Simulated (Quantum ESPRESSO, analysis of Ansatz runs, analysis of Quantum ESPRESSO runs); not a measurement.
# Reproducing a measured local vibrational mode: vacancy with two H in Ge (Quantum ESPRESSO), part 2 of 2

Aim: the local vibrational mode of the vacancy with two H in Ge, to be set beside the measurement. Set-up: PBEsol, GBRV 1.5 PBEsol, 32-site cell, PBEsol lattice, k: the single point 1/4 1/4 1/4. The model is a cell of 32 host atoms with 1 Ge taken out and 2 H put in. The frequencies come from force constants among the defect atom and its neighbours, with the masses of the isotopes named. A local or semilocal functional is the cheapest first rung.

Quantum ESPRESSO 7.5; PBEsol, GBRV 1.5 PBEsol, 32-site cell, PBEsol lattice, k: the single point 1/4 1/4 1/4.

So far: The starting structure; Relaxation, charge 0.

## (2) Relaxation, charge 0 (continued)

Level of this step: Quantum ESPRESSO plane-wave DFT, PBEsol, GBRV 1.5 PBEsol potentials; relaxation of all atoms of a defect supercell (Quantum ESPRESSO).

Step by step (22 of 31):

```
step  energy less that of the first step (eV)
   0                                   0.0000
   1                                  -0.0632
   3                                  -0.1536
   4                                  -0.1797
   6                                  -0.2394
   7                                  -0.2643
   9                                  -0.2766
  10                                  -0.2812
  11                                  -0.2859
  13                                  -0.2905
  14                                  -0.2920
  16                                  -0.2950
  17                                  -0.2960
  19                                  -0.2972
  20                                  -0.2975
  21                                  -0.2978
  23                                  -0.2985
  24                                  -0.2989
  26                                  -0.2993
  27                                  -0.2994
  29                                  -0.2995
  30                                  -0.2996
```

The atoms that moved most (Å):

```
atom      dx      dy      dz  length
Ge26   0.180   0.168   0.033   0.249
Ge31  -0.169  -0.146   0.044   0.228
 H33  -0.085   0.112  -0.117   0.183
Ge25  -0.115   0.092  -0.107   0.182
 H32   0.107  -0.096  -0.097   0.174
Ge22   0.102  -0.104  -0.080   0.166
 Ge6   0.102   0.122   0.033   0.162
Ge15  -0.101  -0.088   0.025   0.137
```

Final coordinates:

```xyz
33
Lattice="-5.6701 5.6701 5.6701 5.6701 -5.6701 5.6701 5.6701 5.6701 -5.6701" Properties=species:S:1:pos:R:3 pbc="T T T"
Ge    2.8374    2.8349   -2.8270
Ge    2.8334   -0.0382   -0.0310
Ge    2.8380   -2.8348    2.8417
Ge    8.5144   -0.0184    0.0339
Ge   -0.0353    2.8307   -0.0305
Ge    0.1058    0.1027    2.8722
Ge    5.7113    2.8394   -0.0306
Ge    5.6812   -0.0083    2.8691
Ge   -2.8326    2.8350    2.8414
Ge    2.8422    5.7078   -0.0301
Ge    2.8317    0.0181    5.7049
Ge   -0.0154    8.5118    0.0341
Ge   -0.0066    5.6796    2.8690
Ge    0.0211    2.8290    5.7046
Ge   -0.1011   -0.1037    8.5433
Ge    1.3930    1.3906   -1.4137
Ge    1.4311   -1.3959    1.4452
Ge    7.1204    1.4097   -1.4092
Ge    7.0783   -1.4049    1.4636
Ge   -1.3933    1.4281    1.4451
Ge    4.2822    4.2793   -1.4130
Ge    4.3564    1.3165    1.3180
Ge    4.2255   -1.4092    4.2606
Ge    1.4124    7.1172   -1.4088
Ge    1.3186    4.3540    1.3183
Ge    1.5817    1.5787    4.2954
Ge    1.3984   -1.4282    7.1160
Ge   -1.4030    7.0763    1.4638
Ge   -1.4068    4.2228    4.2608
Ge   -1.4251    1.3955    7.1158
Ge    4.0918    4.0890    4.2941
H     3.4622    2.2101    2.1928
H     2.2101    3.4599    2.1953
```

The atoms nearest to the centre after the run:

```
atom  distance (Å)
 H33         1.091
 H32         1.094
Ge31         2.298
Ge26         2.298
Ge25         2.628
Ge22         2.631
 Ge6         3.862
Ge15         3.865
```

Neighbours of the added atoms: H32: Ge22 1.54, H33 1.77, Ge31 2.89 Å; H33: Ge25 1.54, H32 1.77, Ge31 2.89 Å.

## (3) Atom Ge22 moved by 0.015 A along x

Force constants come from the forces after small displacements. One such run is shown.

This step: Quantum ESPRESSO plane-wave DFT, PBEsol, GBRV 1.5 PBEsol potentials; single point of a defect supercell.

pw.in reads:

```
&CONTROL
  calculation = 'scf'
  prefix = 'pwscf'
  outdir = './tmp'
  pseudo_dir = './pseudo'
  tprnfor = .true.
  disk_io = 'low'
/
&SYSTEM
  ibrav = 0
  nat = 33
  ntyp = 2
  ecutwfc = 45
  ecutrho = 360
  nbnd = 222
  occupations = 'smearing'
  smearing = 'fd'
  degauss = 0.00073499
  nosym = .true.
/
&ELECTRONS
  conv_thr = 1d-10
  electron_maxstep = 100
  mixing_beta = 0.5
/
ATOMIC_SPECIES
Ge    72.6300 ge_pbesol_v1.4.uspp.F.UPF
H      1.0080 h_pbesol_v1.4.uspp.F.UPF
CELL_PARAMETERS angstrom
  -5.6701286820    5.6701286820    5.6701286820
   5.6701286820   -5.6701286820    5.6701286820
   5.6701286820    5.6701286820   -5.6701286820
ATOMIC_POSITIONS crystal
Ge     0.0006997467    0.0009157199    0.5001918864
Ge    -0.0061101510    0.2471136810    0.2464788859
[... 1 atom line left out ...]
Ge     0.0013701365    0.7538075524    0.7491923494
[... 1 atom line left out ...]
Ge     0.2623282320    0.2625981848    0.0183839960
[... 4 atom lines left out ...]
Ge     0.5046605534    0.7527718202    0.2513027757
[... 1 atom line left out ...]
Ge     0.7538316010    0.2524187355    0.5002568250
Ge     0.7525089416    0.5049008969    0.2513279305
Ge     0.7442157735    0.7444377971   -0.0180588800
[... 6 atom lines left out ...]
Ge     0.2323130436    0.5016940106    0.5015653286
[... 2 atom lines left out ...]
Ge     0.5001888803    0.2325253229    0.5002127061
Ge     0.5179896324    0.5182505659    0.2786845708
[... 4 atom lines left out ...]
Ge     0.7392323966    0.7394807696    0.7213985651
H      0.3882545766    0.4986660168    0.5001982962
H      0.4986846611    0.3884733162    0.4999884213
K_POINTS crystal
1
0.25 0.25 0.25 1.0
```

Run with:

```bash
$ OMP_NUM_THREADS=1 mpirun -n 2 pw.x -in pw.in > pw.out
```

The log of the run:

```text
[banner, memory and clock lines left out]
          URL

     bravais-lattice index     =            0
     lattice parameter (alat)  =      18.5589  a.u.
     unit-cell volume          =    4920.7957 (a.u.)^3
     number of atoms/cell      =           33
     number of atomic types    =            2
     number of electrons       =       436.00
     number of Kohn-Sham states=          222
     kinetic-energy cutoff     =      45.0000  Ry
     charge density cutoff     =     360.0000  Ry
     scf convergence threshold =      1.0E-10
     mixing beta               =       0.5000
     number of iterations used =            8  plain     mixing
     Exchange-correlation= SLA  PW   PSX  PSC
                           (   1   4  10   8   0   0   0)

     celldm(1)=  18.558908  celldm(2)=   0.000000  celldm(3)=   0.000000
     celldm(4)=   0.000000  celldm(5)=   0.000000  celldm(6)=   0.000000

     crystal axes: (cart. coord. in units of alat)
               a(1) = (  -0.577350   0.577350   0.577350 )
               a(2) = (   0.577350  -0.577350   0.577350 )
               a(3) = (   0.577350   0.577350  -0.577350 )

     reciprocal axes: (cart. coord. in units 2 pi/alat)
               b(1) = ( -0.000000  0.866025  0.866025 )
               b(2) = (  0.866025 -0.000000  0.866025 )
               b(3) = (  0.866025  0.866025  0.000000 )

     PseudoPot. # 1 for Ge read from file:
     ge_pbesol_v1.4.uspp.F.UPF
     Pseudo is Ultrasoft + core correction, Zval = 14.0
     Generated by new atomic code, or converted to UPF format
     Using radial grid of  873 points,  6 beta functions with:
                l(1) =   0
                l(2) =   0
                l(3) =   1
                l(4) =   1
                l(5) =   2
                l(6) =   2
     Q(r) pseudized with  8 coefficients,  rinner =    1.400   1.400   1.400
                                                       1.400   1.400

     PseudoPot. # 2 for H  read from file:
     h_pbesol_v1.4.uspp.F.UPF
     Pseudo is Ultrasoft, Zval =  1.0
     Generated by new atomic code, or converted to UPF format
     Using radial grid of  615 points,  2 beta functions with:
                l(1) =   0
                l(2) =   0
     Q(r) pseudized with  8 coefficients,  rinner =    0.700

     atomic species   valence    mass     pseudopotential
     Ge               14.00    72.63000     Ge( 1.00)
     H                 1.00     1.00800     H ( 1.00)

     No symmetry found

   Cartesian axes

     site n.     atom                  positions (alat units)
         1        Ge     tau(   1) = (   0.2889106   0.2886612  -0.2878532  )
         2        Ge     tau(   2) = (   0.2885035  -0.0038942  -0.0031612  )
         3        Ge     tau(   3) = (   0.2889695  -0.2886530   0.2893508  )
         4        Ge     tau(   4) = (   0.8669663  -0.0018735   0.0034556  )
         5        Ge     tau(   5) = (  -0.0035959   0.2882323  -0.0031063  )
         6        Ge     tau(   6) = (   0.0107699   0.0104581   0.2924524  )
         7        Ge     tau(   7) = (   0.5815396   0.2891126  -0.0031180  )
         8        Ge     tau(   8) = (   0.5784803  -0.0008442   0.2921411  )
         9        Ge     tau(   9) = (  -0.2884212   0.2886693   0.2893199  )
        10        Ge     tau(  10) = (   0.2894049   0.5811892  -0.0030697  )
[...]
27        Ge     tau(  27) = (   0.1423847  -0.1454228   0.7245770  )
        28        Ge     tau(  28) = (  -0.1428536   0.7205296   0.1490522  )
        29        Ge     tau(  29) = (  -0.1432415   0.4299769   0.4338430  )
        30        Ge     tau(  30) = (  -0.1451040   0.1420968   0.7245493  )
        31        Ge     tau(  31) = (   0.4166431   0.4163563   0.4372358  )
        32        H      tau(  32) = (   0.3525357   0.2250435   0.2232742  )
        33        H      tau(  33) = (   0.2250379   0.3522990   0.2235324  )

     number of k points=     1  Fermi-Dirac smearing, width (Ry)=  0.0007
                       cart. coord. in units 2pi/alat
        k(    1) = (   0.4330127   0.4330127   0.4330127), wk =   2.0000000

     Dense  grid:   567613 G-vectors     FFT dimensions: ( 120, 120, 120)

     Smooth grid:   200613 G-vectors     FFT dimensions: (  80,  80,  80)

     Initial potential from superposition of free atoms

     starting charge     435.9749, renormalised to     436.0000
     Starting wfcs are  281 randomized atomic wfcs

     Self-consistent Calculation

     iteration #  1     ecut=    45.00 Ry     beta= 0.50
     Davidson diagonalization with overlap
     ethr =  1.00E-02,  avg # of iterations =  2.0

     Threshold (ethr) on eigenvalues was too large:
     Diagonalizing with lowered threshold

     Davidson diagonalization with overlap
     ethr =  1.42E-04,  avg # of iterations =  2.0

     total energy              =   -6610.81422709 Ry
     estimated scf accuracy    <       0.65711675 Ry

     iteration #  2     ecut=    45.00 Ry     beta= 0.50
     Davidson diagonalization with overlap
     ethr =  1.51E-04,  avg # of iterations =  2.0

     total energy              =   -6610.80890755 Ry
     estimated scf accuracy    <       0.11307997 Ry

     iteration #  3     ecut=    45.00 Ry     beta= 0.50
     Davidson diagonalization with overlap
     ethr =  2.59E-05,  avg # of iterations =  2.0

     total energy              =   -6610.81355936 Ry
     estimated scf accuracy    <       0.01135925 Ry

     iteration #  4     ecut=    45.00 Ry     beta= 0.50
     Davidson diagonalization with overlap
     ethr =  2.61E-06,  avg # of iterations =  7.0

     total energy              =   -6610.81572420 Ry
     estimated scf accuracy    <       0.00292289 Ry

     iteration #  5     ecut=    45.00 Ry     beta= 0.50
     Davidson diagonalization with overlap
     ethr =  6.70E-07,  avg # of iterations =  4.0

     total energy              =   -6610.81622724 Ry
     estimated scf accuracy    <       0.00046282 Ry

     iteration #  6     ecut=    45.00 Ry     beta= 0.50
     Davidson diagonalization with overlap
     ethr =  1.06E-07,  avg # of iterations =  4.0

     total energy              =   -6610.81628758 Ry
     estimated scf accuracy    <       0.00032781 Ry

     iteration #  7     ecut=    45.00 Ry     beta= 0.50
     Davidson diagonalization with overlap
     ethr =  7.52E-08,  avg # of iterations =  3.0

     total energy              =   -6610.81633280 Ry
     estimated scf accuracy    <       0.00002763 Ry

     iteration #  8     ecut=    45.00 Ry     beta= 0.50
     Davidson diagonalization with overlap
     ethr =  6.34E-09,  avg # of iterations =  4.0

     total energy              =   -6610.81633907 Ry
     estimated scf accuracy    <       0.00000771 Ry

     iteration #  9     ecut=    45.00 Ry     beta= 0.50
     Davidson diagonalization with overlap
     ethr =  1.77E-09,  avg # of iterations =  4.0

     total energy              =   -6610.81634037 Ry
     estimated scf accuracy    <       0.00000091 Ry

     iteration # 10     ecut=    45.00 Ry     beta= 0.50
     Davidson diagonalization with overlap
     ethr =  2.09E-10,  avg # of iterations =  4.0

     total energy              =   -6610.81634062 Ry
     estimated scf accuracy    <       0.00000015 Ry

     iteration # 11     ecut=    45.00 Ry     beta= 0.50
     Davidson diagonalization with overlap
     ethr =  3.42E-11,  avg # of iterations =  4.0

     total energy              =   -6610.81634067 Ry
     estimated scf accuracy    <       0.00000005 Ry

     iteration # 12     ecut=    45.00 Ry     beta= 0.50
     Davidson diagonalization with overlap
     ethr =  1.06E-11,  avg # of iterations =  4.0

     total energy              =   -6610.81634068 Ry
     estimated scf accuracy    <          4.5E-09 Ry

     iteration # 13     ecut=    45.00 Ry     beta= 0.50
     Davidson diagonalization with overlap
     ethr =  1.04E-12,  avg # of iterations =  5.0

     total energy              =   -6610.81634068 Ry
     estimated scf accuracy    <          1.9E-09 Ry

     iteration # 14     ecut=    45.00 Ry     beta= 0.50
     Davidson diagonalization with overlap
     ethr =  4.39E-13,  avg # of iterations =  3.0

     total energy              =   -6610.81634068 Ry
     estimated scf accuracy    <          2.7E-10 Ry

     iteration # 15     ecut=    45.00 Ry     beta= 0.50
     Davidson diagonalization with overlap
     ethr =  1.00E-13,  avg # of iterations =  3.0

     End of self-consistent calculation

          k = 0.4330 0.4330 0.4330 ( 25096 PWs)   bands (ev):

   -16.9515 -16.9484 -16.9392 -16.9347 -16.9342 -16.9236 -16.9170 -16.9160
   -16.9152 -16.9134 -16.9007 -16.8963 -16.8944 -16.8903 -16.8891 -16.8882
   -16.8855 -16.8815 -16.8787 -16.8721 -16.8703 -16.8697 -16.8668 -16.8636
   -16.8628 -16.8617 -16.8600 -16.8567 -16.8554 -16.8492 -16.8477 -16.8456
   -16.8438 -16.8391 -16.8385 -16.8358 -16.8348 -16.8280 -16.8248 -16.8219
   -16.8206 -16.8176 -16.8117 -16.8103 -16.8064 -16.8063 -16.8050 -16.8013
   -16.7956 -16.7889 -16.7843 -16.7803 -16.7781 -16.7772 -16.7767 -16.7668
   -16.7661 -16.7593 -16.7582 -16.7572 -16.7525 -16.7514 -16.7485 -16.7480
   -16.7454 -16.7450 -16.7394 -16.7339 -16.7333 -16.7319 -16.7312 -16.7281
   -16.7260 -16.7232 -16.7224 -16.7166 -16.7164 -16.7160 -16.7150 -16.7134
[...]
0.5738   0.5760   0.6020   0.6053   0.6270   0.8711   1.9593   3.1608
     3.2260   3.2946   3.6363   4.0624   4.1645   4.1955   4.2069   4.2088
     4.2284   4.2425   4.2911   4.2943   4.3514   4.6207   4.7562   5.3894
     5.4680   5.5254   5.5396   5.5511   5.5653   5.5685   5.5877   5.6154
     5.6283   6.0843   6.2554   6.8774   7.0183   7.0388   7.0803   7.0923
     7.1090   7.4065   7.9566   8.5528   8.6073   8.6557

     the Fermi energy is     7.6468 ev

!    total energy              =   -6610.81634068 Ry
     estimated scf accuracy    <          1.9E-11 Ry
     smearing contrib. (-TS)   =      -0.00000000 Ry
     internal energy E=F+TS    =   -6610.81634068 Ry

     The total energy is F=E-TS. E is the sum of the following terms:
     one-electron contribution =   -4425.27499783 Ry
     hartree contribution      =    2605.91138056 Ry
     xc contribution           =   -1788.00211884 Ry
     ewald contribution        =   -3003.45060456 Ry

     convergence has been achieved in  15 iterations

     Forces acting on atoms (cartesian axes, Ry/au):

     atom    1 type  1   force =    -0.00002806    0.00016919    0.00007528
     atom    2 type  1   force =     0.00179989    0.00106058    0.00111705
     atom    3 type  1   force =    -0.00001200   -0.00012776   -0.00034239
     atom    4 type  1   force =    -0.00001844    0.00013814    0.00009778
     atom    5 type  1   force =    -0.00014657    0.00014338   -0.00026345
     atom    6 type  1   force =    -0.00026459   -0.00022746    0.00016317
     atom    7 type  1   force =     0.00169990    0.00124779   -0.00114171
     atom    8 type  1   force =     0.00190551   -0.00125520    0.00154049
     atom    9 type  1   force =     0.00014221   -0.00011618   -0.00009287
     atom   10 type  1   force =     0.00002143    0.00020568   -0.00004445
[...]
atom   29 type  1   force =    -0.00015327   -0.00013235   -0.00024164
     atom   30 type  1   force =    -0.00014688    0.00016861    0.00000184
     atom   31 type  1   force =    -0.00000407   -0.00004116    0.00017624
     atom   32 type  2   force =     0.00308162   -0.00248255   -0.00277006
     atom   33 type  2   force =     0.00029743   -0.00024035   -0.00023014

     Total force =     0.010861     Total SCF correction =     0.000022
```

Run time: 3.7 min. Hardware: 2 MPI ranks of Arm Neoverse V2, shared host; peak memory 2.9 GiB; 7.4 min of CPU time.

At this level the gap is 0.55 eV on the k-mesh of the self-consistent run, which can miss the band edges.

## (4) Local vibrational modes

Analysis of the runs above: force constants by central differences of Quantum ESPRESSO plane-wave DFT, PBEsol, GBRV 1.5 PBEsol potentials forces among the atoms nearest to a defect, the others at rest.

The modes with the largest weight on the probed atoms (the light atom of a pair), for the masses of each isotope. Modes of the displaced atoms (local only where they lie over the host's phonons):

```
isotopes  mode (cm⁻¹)  share of the defect atoms
       H         2057                      0.987
       H         2049                      0.988
       H        520.9                      0.984
       H        513.2                      0.987
       H        495.6                      0.978
       H        487.8                      0.976
       D         1464                      0.975
       D         1458                      0.976
       D        371.9                      0.956
       D        365.9                      0.962
       D        355.2                      0.937
       D          350                      0.932
```

## (5) Outcome

```json
{"distance from the defect atom to its nearest neighbour": "1.537 Å", "upper Ge-H stretch": "2057 cm⁻¹", "lower Ge-H stretch": "2049 cm⁻¹"}
```

What this shows: Upper Ge-H stretch: computed 2057 cm⁻¹, measured 1992.6 cm⁻¹; 65 cm⁻¹ (3 %) above the measurement. Lower Ge-H stretch: computed 2049 cm⁻¹, measured 1979.5 cm⁻¹; 70 cm⁻¹ (4 %) above the measurement. The computed value is harmonic, while the measured line is the anharmonic fundamental, which for X–H stretches usually lies a few per cent lower. Only the named neighbours move, so modes near the host's band are approximate.

[Logs are printed without paths, hosts, clocks, repeated set-up lines and the standing remarks that a program may print on its own settings, such as how far it seeks lower states.]

[Hosts, paths, dates, database ids (printed as entryN), source tags and the programs' standing remarks are cut or masked in the printed files.]

[For some hosts the program warned that the k-mesh of the response run may be too coarse for force constants and the static dielectric constant; such warnings are not shown here.]
